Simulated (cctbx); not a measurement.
## Interatomic vectors of Lu2Cr9Fe2Ru

Space group Cmcm (no. 63), a = 11.9730 Å, b = 7.0030 Å, c = 9.0620 Å, α = 90.00°, β = 90.00°, γ = 90.00°, content Lu8 Ru4 Fe8 Cr36.

Simulated single-crystal data (cctbx): Cu Kα, λ = 1.54184 Å, to d = 0.83 Å, 80 % of the full sphere, strongest reflection 20000 counts, noise from counting, a 6 % proportional error and a noise floor of 4 counts (s.d.); no absorption.

Patterson synthesis, origin scaled to 1000:

```text
Patterson group C m m m
      u       v       w   height  length (A)
  0.000   0.000   0.000   1000.0     0.00
  0.174   0.500   0.000    543.2     4.08
  0.000   0.000   0.329    393.6     2.98
  0.000   0.339   0.500    383.1     5.11
  0.169   0.500   0.325    342.2     5.00
  0.163   0.170   0.234    271.9     3.12
  0.175   0.160   0.500    225.8     5.11
  0.000   0.344   0.185    201.7     2.93
  0.000   0.000   0.500    138.7     4.53
  0.159   0.000   0.500    116.6     4.91
  0.250   0.250   0.500    113.4     5.71
  0.169   0.500   0.500    103.5     6.07
  0.161   0.310   0.000     81.3     2.90
  0.165   0.170   0.078     78.0     2.41
```

**Question.** Which atom pairs make the peaks, and where is the heaviest atom?

A peak at u stands for all pairs with xi − xj = u, with weight Σ ZiZj against Σ Z² = 74216 at the origin. Peak heights follow these weights only roughly, since form factors, motion and series ripples differ, all vectors within 0.55 Å of a peak are counted as merged into it though the farther ones add only part of their weight, and F(000) is left out, which lowers the whole map:

| u | v | w | shortest length (Å) | height | 1000 ΣZiZj/ΣZ² | pairs in the cell |
| --- | --- | --- | --- | --- | --- | --- |
| 0.174 | 0.500 | 0.000 | 3.90 | 543 | 618 | 4 × Lu–Lu, 24 × Cr–Cr, 8 × Ru–Fe, 4 × Fe–Fe |
| 0.000 | 0.000 | 0.329 | 2.98 | 394 | 460 | 16 × Lu–Cr, 12 × Cr–Cr |
| 0.000 | 0.339 | 0.500 | 5.12 | 383 | 380 | 4 × Lu–Lu, 14 × Cr–Cr |
| 0.169 | 0.500 | 0.325 | 4.94 | 342 | 460 | 16 × Lu–Cr, 12 × Cr–Cr |
| 0.163 | 0.170 | 0.234 | 3.12 | 272 | 360 | 4 × Lu–Ru, 4 × Lu–Fe, 4 × Lu–Cr |
| 0.175 | 0.160 | 0.500 | 5.12 | 226 | 245 | 2 × Lu–Lu, 14 × Cr–Cr |
| 0.000 | 0.344 | 0.185 | 2.93 | 202 | 215 | 8 × Lu–Cr, 4 × Cr–Cr |
| 0.000 | 0.000 | 0.500 | 4.53 | 139 | 177 | 4 × Ru–Ru, 8 × Fe–Fe |
| 0.159 | 0.000 | 0.500 | 4.91 | 117 | 184 | 8 × Lu–Cr |
| 0.250 | 0.250 | 0.500 | 5.71 | 113 | 184 | 8 × Lu–Cr |

The table stops at ten peaks or at a height of 45, below which ripples compete. In the model behind the data Lu, the heaviest element, has 1 independent site: (0.6612, 0.3298, 1/4), up to an allowed shift of origin; the Lu–Lu vectors are differences of these positions and their symmetry mates. The whole model:

```
atom  mult.       x       y       z  Ueq (Å²)
 Lu1      8  0.6612  0.3298     1/4    0.0062
 Ru1      4       0       0       0    0.0091
 Fe1      8  0.6743       0       0    0.0089
 Cr1     16  0.6626  0.6775  0.0743    0.0075
 Cr2      8  0.3984  0.9463     1/4    0.0092
 Cr3      8     1/2  0.8497  0.5638    0.0071
 Cr4      4     1/2  0.6336     1/4    0.0090
```

The model is made up (kin elements in a known structure type, no relaxation), so it says nothing on whether the phase exists.

[Logs are printed without paths, hosts, clocks, repeated set-up lines and the standing remarks that a program may print on its own settings, such as how far it seeks lower states.]
